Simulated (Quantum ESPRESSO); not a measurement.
# Voltage at the next charge: W(110), 5 layers against an electrode

Method. Quantum ESPRESSO 7.5, PBE, GBRV ultrasoft; ESM with bc3, a metal electrode 7.00 Å above the top atoms; cell area 7.061 Å²; ions fixed. V is the potential energy of an electron at the electrode over the slab's Fermi level, divided by e, so that it equals the work function at zero charge; positive charge removes electrons.

| charge (e a cell) | V (V) |
| --- | --- |
| 0 | 4.837 |
| 0.0106 | 6.204 |
| 0.0212 | 7.586 |

To predict: What is V at a charge of 0.0424 e, and what capacitance do the rows imply?

**Worked estimate.** The last two rows give dV/dq = (7.586 − 6.204)/(0.0212 − 0.0106) = 130.4 V/e, so C = 1602/(7.061 × 130.4) = 1.74 µF/cm², an effective gap of 8.854/1.74 = 5.09 Å. At constant C, V = 7.586 + 130.4 × 0.0212 = 10.35 V.

**Check.** V = 10.388 V; the estimate misses by −0.04 V, 1.4 % of the step. Over the three intervals C goes 1.76, 1.74 and 1.72 µF/cm².

Caveats: Vacuum fills the gap; a dielectric or electrolyte would change C. The slab is thin.
